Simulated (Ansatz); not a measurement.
# Ti (P6_3/mmc, 2 atoms in the cell): modes against uniaxial strain along c

Aim: how do the optical modes of Ti (P6_3/mmc, 2 atoms in the cell) shift and split under this strain?

Program: Ansatz 0.2.0. Level of theory: DFT LDA, scalar-relativistic, plane waves, PAW; PAW set soft_1. Results are calculated unless marked as measured.

Report form: the programs' logs are mostly left out.

**1. Starting point**

Symmetry: P6_3/mmc, No. 194, hexagonal system. The conventional cell has a = 2.950 Å, b = 2.950 Å, c = 4.680 Å, α = 90.00°, β = 90.00°, γ = 120.00°. Nearest to Ti lie 12 Ti at 2.89 to 2.95 Å.

**2. A rough relaxation first**

The start is far from rest, so a relaxation with loose tolerances brings it close first.

File input.yaml:

```yaml
crystal:
  lattice:
    - [2.95, 0.0, 0.0]
    - [-1.475, 2.5547749412, 0.0]
    - [0.0, 0.0, 4.68]
  atoms:
    - { symbol: Ti, position: [0.33333333, 0.66666667, 0.25] }
    - { symbol: Ti, position: [0.66666667, 0.33333333, 0.75] }
kpoints:
  mp_grid: { grid: [9, 9, 4] }
hamiltonian:
  xc: lda
  pseudopotentials: { kind: paw, azcp: { folder: soft_1 }, xc_functional: pbe }
scf:
  occupations: { method: gaussian, width: 0.1 }
output:
  forces: true
  stress: true
  eigenvalues: true
relax:
  adjacent_minimum: "off"
  f_tol: 0.05
  max_steps: 80
  cell: { stress_tol: 0.5 }
```

Launch:

```console
$ ansatz run input.yaml --threads 4 --pin off --max-ram 10240MiB --backend cpu --events-out ev --progress --plain --runs-dir out
```

It took 6.7 s on 4 threads of Intel Xeon at 2.50GHz (Skylake/Cascade Lake), shared host; peak memory 0.33 GiB.

Step by step:

```
step  energy less that of the first step (eV)  largest force component (eV/Å)  pressure (GPa)  volume (Å³)
   1                                   0.0000                          0.0000           -9.95        35.27
   2                                  -0.0658                          0.0000            7.52        30.52
   3                                  -0.1028                          0.0000           -0.81        32.40
   4                                  -0.1034                          0.0000           -0.06        32.21
  5*                                  -0.1029                          0.0000           -0.05        32.21
```

Relaxation steps marked * repeat the geometry before them on a plane-wave basis chosen anew for their cell, so energy and pressure can jump there.

The run keeps the 24 symmetry operations that it works with, so distortions that break them were not tested.

```
conventional cell, symmetrised  before  after  change
                         a (Å)   2.950  2.868  -2.8 %
                         b (Å)   2.950  2.868  -2.8 %
                         c (Å)   4.680  4.523  -3.4 %
              volume (Å³/atom)   17.64  16.11  -8.7 %
```

Final coordinates:

```
Ti
1.0
     2.86773    0.00000    0.00000
    -1.43387    2.48353    0.00000
     0.00000    0.00000    4.52275
Ti
2
Direct
  0.33333 0.66667 0.25000
  0.66667 0.33333 0.75000
```

Numbers from this step:

| Quantity | Value |
| --- | --- |
| pressure | -0.04576 GPa |
| volume per atom | 16.11 Å³ |
| gap on the k-mesh | 0 eV |

In this step the volume went from 17.64 to 16.11 Å³/atom.

**3. Bringing the structure to rest**

Harmonic phonons are second derivatives at a point where the forces vanish, and they are wanted at zero stress, so atoms and cell are relaxed first.

input.yaml, the sections that differ from step 2:

```yaml
crystal:
  lattice:
    - [2.8677301777, 0.0, 0.0]
    - [-1.4338650889, 2.4835271851, 0.0]
    - [0.0, 0.0, 4.5227493]
  atoms:
    - { symbol: Ti, position: [0.3333333333, 0.6666666667, 0.25] }
    - { symbol: Ti, position: [0.6666666667, 0.3333333333, 0.75] }
kpoints:
  mp_grid: { grid: [18, 18, 10] }
output:
  forces: true
  stress: true
  eigenvalues: true
  write_density: true
  write_potential: true
  elf: true
  volumetric_format: npy
relax:
  adjacent_minimum: "off"
  f_tol: 0.005
  max_steps: 80
  cell: { stress_tol: 0.05 }
# hamiltonian, scf: as in step 2
```

It took 19 s on 4 threads; peak memory 0.45 GiB; 58 s of CPU time.

Relaxation path:

```
step  energy less that of the first step (eV)  largest force component (eV/Å)  pressure (GPa)  volume (Å³)
   1                                   0.0000                          0.0000            0.01        32.21
   2                                  -0.0001                          0.0000            0.03        32.20
   3                                  -0.0001                          0.0000           -0.05        32.22
  4*                                  -0.0001                          0.0000           -0.05        32.22
```

Relaxation steps marked * repeat the geometry before them on a plane-wave basis chosen anew for their cell, so energy and pressure can jump there.

The run keeps the 24 symmetry operations that it works with, so distortions that break them were not tested.

```
conventional cell, symmetrised  before  after  change
                         a (Å)   2.868  2.864  -0.1 %
                         b (Å)   2.868  2.864  -0.1 %
                         c (Å)   4.523  4.536  +0.3 %
              volume (Å³/atom)   16.11  16.11  +0.0 %
```

The relaxed structure:

```
Ti
1.0
     2.86418    0.00000    0.00000
    -1.43209    2.48045    0.00000
     0.00000    0.00000    4.53557
Ti
2
Direct
  0.33333 0.66667 0.25000
  0.66667 0.33333 0.75000
```

Numbers from this step:

| Property | Result |
| --- | --- |
| pressure | -0.04546 GPa |

ELF in the ac plane at fractional y = 0.333, with atoms of Ti within 0.2 Å of it. It is the smooth field of the valence electrons, not physical close to the nuclei.

Ten even steps from '_' (0.11) to '@' (0.75):
```
::==++++==::______..::..______
__--++++--____..--**##**--..__
__..----..__..==%%@@@@@@%%==..
____::::____--##@@@@@@@@@@##--
____....____++@@@@%%##%%@@@@++
..__....__..++@@@@%%**%%@@@@++
____::::____==%%@@@@%%@@@@%%==
__..----..__::**@@@@@@@@@@**::
__::====::____::**%%@@%%**::__
..--++++--..____..--==--..____
::========::..______..______..
::::::::::::::::::::::::::::::
..________..::==++******++==::
____________..--**%%%%%%**--..
____....______::**%%@@%%**::__
__..::::..____::++%%@@%%++::__
..::==--::..__..++%%@@%%++..__
__::----::____::++%%@@%%++..__
__........____::++%%@@%%++::__
______________--**%%@@%%**--__
____________..==**######**==..
::........::::--==========--::
::--------::::..............::
```
Columns run along a (2.9 Å), rows up along c (4.5 Å). Atoms in or near the plane, at fractional coordinates: Ti at (0.67, 0.75).

Electrostatic potential energy in the ac plane at fractional y = 0.333, with atoms of Ti within 0.2 Å of it. With pseudopotentials it is smooth inside the atoms' cores, unlike the true potential.

Values in eV, 22 rows by 15 columns, each cell a mean:
```
 13  14  15  15  14  13  11   8   4   0  -1   0   4   8  11
 11  14  15  15  14  11   7  -2 -10 -15 -17 -15 -10  -2   7
  8  12  14  14  12   8  -2 -14 -21 -25 -25 -25 -21 -14  -2
  4  11  13  13  11   4 -10 -21 -26 -28 -28 -28 -26 -20  -9
  1  10  13  13  10   1 -13 -23 -28 -28 -28 -28 -28 -23 -13
  1  10  13  13  10   1 -13 -23 -28 -28 -28 -28 -28 -23 -13
  4  11  13  13  11   4 -10 -20 -26 -28 -28 -28 -26 -20  -9
  8  12  14  14  12   8  -2 -14 -21 -24 -25 -24 -21 -13  -2
 11  14  15  15  14  11   6  -3 -10 -15 -16 -15 -10  -3   6
 13  14  15  15  14  13  11   7   3  -1  -2  -1   3   7  11
 14  14  14  14  14  14  13  12  11  10   9  10  11  12  13
 13  13  12  12  13  13  13  14  14  14  13  14  14  14  13
 11  10   9   9  10  11  13  14  15  15  15  15  15  14  13
  8   5   3   3   5   8  11  13  15  15  15  15  15  13  11
  4  -1  -4  -4  -1   4  10  12  14  15  15  15  14  12   9
  2  -5  -8  -8  -5   2   8  12  14  15  15  15  14  12   8
  1  -5  -8  -8  -5   1   8  12  14  15  15  15  14  12   8
  4  -1  -5  -5  -1   4   9  12  14  15  15  15  14  12   9
  8   5   2   2   5   8  11  13  15  15  15  15  15  13  11
 11  10   9   9  10  11  13  14  15  15  15  15  15  14  13
 13  13  12  12  13  13  13  14  14  14  14  14  14  14  13
 14  14  14  14  14  14  13  12  12  11  10  11  12  12  13
```
Columns run along a (2.9 Å; values clipped at the 3rd and 97th percentile), rows up along c (4.5 Å). Atoms in or near the plane, at fractional coordinates: Ti at (0.67, 0.75).

Valence density in the ac plane at fractional y = 0.333, with atoms of Ti within 0.2 Å of it. It is the smooth field of the valence electrons, not physical close to the nuclei.

Values in e/Å³, 22 rows by 15 columns, each cell a mean:
```
 0  0  0  0  0  0  0  0  0  1  1  1  0  0  0
 0  0  0  0  0  0  0  1  1  2  2  2  1  1  0
 0  0  0  0  0  0  1  1  3  4  5  4  3  1  1
 0  0  0  0  0  0  1  3  5  8  9  8  5  2  1
 0  0  0  0  0  0  1  4  7 11 12 11  7  4  1
 0  0  0  0  0  0  1  4  7 11 12 11  7  4  1
 0  0  0  0  0  0  1  3  5  8  9  8  5  3  1
 0  0  0  0  0  0  1  1  3  4  5  4  3  1  1
 0  0  0  0  0  0  0  1  1  2  2  2  1  1  0
 0  0  0  0  0  0  0  0  0  1  1  1  0  0  0
 0  0  0  0  0  0  0  0  0  0  0  0  0  0  0
 0  0  0  0  0  0  0  0  0  0  0  0  0  0  0
 0  0  0  0  0  0  0  0  0  0  0  0  0  0  0
 0  0  0  0  0  0  0  0  0  0  0  0  0  0  0
 0  1  1  1  1  0  0  0  0  0  0  0  0  0  0
 0  1  1  1  1  0  0  0  0  0  0  0  0  0  0
 0  1  1  1  1  0  0  0  0  0  0  0  0  0  0
 0  1  1  1  1  0  0  0  0  0  0  0  0  0  0
 0  0  0  0  0  0  0  0  0  0  0  0  0  0  0
 0  0  0  0  0  0  0  0  0  0  0  0  0  0  0
 0  0  0  0  0  0  0  0  0  0  0  0  0  0  0
 0  0  0  0  0  0  0  0  0  0  0  0  0  0  0
```
Columns run along a (2.9 Å), rows up along c (4.5 Å). Atoms in or near the plane, at fractional coordinates: Ti at (0.67, 0.75).

In this step the volume went from 16.11 to 16.11 Å³/atom.

**4. Tight relaxation**

Phonons need small forces and stress, so the relaxation is finished with tight tolerances on 18×18×12 k points.

File input.yaml:

```yaml
crystal:
  lattice:
    - [2.8641797644, 0.0, 0.0]
    - [-1.4320898822, 2.4804524369, 0.0]
    - [0.0, 0.0, 4.535568761]
  atoms:
    - { symbol: Ti, position: [0.3333333333, 0.6666666667, 0.25] }
    - { symbol: Ti, position: [0.6666666667, 0.3333333333, 0.75] }
kpoints:
  mp_grid: { grid: [18, 18, 12] }
hamiltonian:
  xc: lda
  pseudopotentials: { kind: paw, azcp: { folder: soft_1 }, xc_functional: pbe }
scf:
  occupations: { method: methfessel_paxton, width: 0.2 }
output:
  forces: true
  stress: true
  eigenvalues: true
relax:
  adjacent_minimum: "off"
  f_tol: 0.001
  max_steps: 60
  cell: { stress_tol: 0.01 }
```

Wall time 18 s (4 threads); peak memory 0.45 GiB; 61 s of CPU time.

Little changed from the start: no atom moved by 0.005 Å and no cell edge by 0.1 %.

This step gave:

```yaml
pressure: 9.91e-5 GPa
volume_per_atom: 16.10 Å³
```

The forces vanish by symmetry and the pressure is 0.000 GPa, within the tolerances set. The cell now holds 16.10 Å³/atom.

**5. Zone-centre response at rest**

The force constants come from the linear response of the density to a displacement.

The modes at rest are the reference of the series.

input.yaml, the sections that differ from step 4:

```yaml
crystal:
  lattice:
    - [2.8635810479, 0.0, 0.0]
    - [-1.431790524, 2.4799339333, 0.0]
    - [0.0, 0.0, 4.5339939756]
  atoms:
    - { symbol: Ti, position: [0.3333333333, 0.6666666667, 0.25] }
    - { symbol: Ti, position: [0.6666666667, 0.3333333333, 0.75] }
output:
  eigenvalues: true
phonons:
  method: dfpt
# kpoints, hamiltonian, scf: as in step 4
# relax: removed
```

The job ended after 61 s (4 threads; peak memory 1.4 GiB; 3.3 min of CPU time).

This step gave:

| Quantity | Value |
| --- | --- |
| sum-rule residual before enforcement | 9.17e-6 eV/Å² |
| point group | 6/mmm |
| highest optical mode at the zone centre (no LO-TO term) | 202.8 cm⁻¹ |
| lowest optical zone-centre mode | 114.1 cm⁻¹ |

Patterns of degenerate modes are one choice out of their space. Modes at Γ:

```
mode  frequency (cm⁻¹)  symmetry
   1               0.0  acoustic
   2               0.0  acoustic
   3               0.0  acoustic
   4             114.1       E2g
   5             114.1       E2g
   6             202.8       B1g
```

Displacements in mode 4 (114.1 cm⁻¹), the largest set to 1:
```
Ti1  0.00  1.00  0.00
Ti2  0.00 -1.00  0.00
```

Displacements in mode 6 (202.8 cm⁻¹), the largest set to 1:
```
Ti1  0.00  0.00  1.00
Ti2  0.00  0.00 -1.00
```

Before it was imposed, the acoustic sum rule was missed by 9.2e-6 eV/Å². Small misses are needed for a sound result but don't prove that mesh and cutoff are converged. The lowest optical mode is real, 114 cm⁻¹.

**6. A member of the series: uniaxial strain of +4 % along c**

The cell takes a uniaxial strain of +4 % along c. The strained length and the angles are held, while the rest of the cell and the atoms relax.

input.yaml, the sections that differ from step 5:

```yaml
crystal:
  lattice:
    - [2.8362694829, 0.0, 0.0]
    - [-1.4181347415, 2.4562814242, 0.0]
    - [0.0, 0.0, 4.7153537347]
  atoms:
    - { symbol: Ti, position: [0.3333333046, 0.6666666954, 0.25] }
    - { symbol: Ti, position: [0.6666666954, 0.3333333046, 0.75] }
output:
  forces: true
  stress: true
  eigenvalues: true
relax:
  adjacent_minimum: "off"
  f_tol: 0.001
  max_steps: 60
  cell: { stress_tol: 0.01, fix: [c, angles] }
# kpoints, hamiltonian, scf: as in step 5
# phonons: removed
```

The job ended after 44 s (4 threads; peak memory 0.63 GiB).

The steps of the relaxation:

```
step  energy less that of the first step (eV)  largest force component (eV/Å)  pressure (GPa)  volume (Å³)
   1                                   0.0000                          0.0000           -2.57        32.85
   2                                  -0.0005                          0.0000           -1.44        32.54
   3                                  -0.0006                          0.0000           -1.80        32.64
  4*                                  -0.0006                          0.0000           -1.80        32.64
```

Relaxation steps marked * repeat the geometry before them on a plane-wave basis chosen anew for their cell, so energy and pressure can jump there.

```
conventional cell, symmetrised  before  after  change
                         a (Å)   2.836  2.827  -0.3 %
                         b (Å)   2.836  2.827  -0.3 %
                         c (Å)   4.715  4.715  +0.0 %
              volume (Å³/atom)   16.43  16.32  -0.6 %
```

The relaxed structure:

```
Ti
1.0
     2.82709    0.00000    0.00000
    -1.41354    2.44833    0.00000
     0.00000    0.00000    4.71535
Ti
2
Direct
  0.33333 0.66667 0.25000
  0.66667 0.33333 0.75000
```

This step gave:

```
pressure        : -1.801 GPa
volume per atom : 16.32 Å³
```

The largest force component left is 0.0018 meV/Å.

**7. Zone-centre modes of the member: uniaxial strain of +4 % along c**

The zone-centre modes follow for uniaxial strain of +4 % along c.

input.yaml, the sections that differ from step 6:

```yaml
crystal:
  lattice:
    - [2.8270865748, 0.0, 0.0]
    - [-1.4135432874, 2.4483287924, 0.0]
    - [0.0, 0.0, 4.7153537347]
  atoms:
    - { symbol: Ti, position: [0.3333335448, 0.6666664552, 0.25] }
    - { symbol: Ti, position: [0.6666664552, 0.3333335448, 0.75] }
output:
  eigenvalues: true
phonons:
  method: dfpt
# kpoints, hamiltonian, scf: as in step 6
# relax: removed
```

It took 63 s on 4 threads; peak memory 1.4 GiB.

This step gave:

```yaml
sum_rule_residual_before_enforcement: 5.34e-6 eV/Å²
highest_optical_mode_at_the_zone_centre_no_lo_to_term: 194 cm⁻¹
lowest_optical_zone_centre_mode: 107.4 cm⁻¹
```

Patterns of degenerate modes are one choice out of their space. Modes at Γ:

```
mode  frequency (cm⁻¹)  symmetry
   1               0.0  acoustic
   2               0.0  acoustic
   3               0.0  acoustic
   4             107.4       E2g
   5             107.4       E2g
   6             194.0       B1g
```

The lowest optical mode is real, 107 cm⁻¹, and the highest lies at 194.0 cm⁻¹.

Between step 5 and this run (strain 4 %) the value for the highest optical mode at the zone centre (no LO-TO term) moves from 203 cm⁻¹ to 194 cm⁻¹ (-4 %).

**8. A member of the series: uniaxial strain of -4 % along c**

The cell takes a uniaxial strain of -4 % along c. The strained length and the angles are held, while the rest of the cell and the atoms relax.

input.yaml, the sections that differ from step 7:

```yaml
crystal:
  lattice:
    - [2.8920764454, 0.0, 0.0]
    - [-1.4460382227, 2.5046116714, 0.0]
    - [0.0, 0.0, 4.3526342164]
  atoms:
    - { symbol: Ti, position: [0.3333332908, 0.6666667092, 0.25] }
    - { symbol: Ti, position: [0.6666667092, 0.3333332908, 0.75] }
output:
  forces: true
  stress: true
  eigenvalues: true
relax:
  adjacent_minimum: "off"
  f_tol: 0.001
  max_steps: 60
  cell: { stress_tol: 0.01, fix: [c, angles] }
# kpoints, hamiltonian, scf: as in step 7
# phonons: removed
```

It took 46 s on 4 threads; peak memory 0.67 GiB; 2.8 min of CPU time.

(Part 1 of 2 ends here.)

[Logs are printed without paths, hosts, clocks, repeated set-up lines and the standing remarks that a program may print on its own settings, such as how far it seeks lower states.]

[Hosts, paths, dates, database ids (printed as entryN), source tags and the programs' standing remarks are cut or masked in the printed files.]
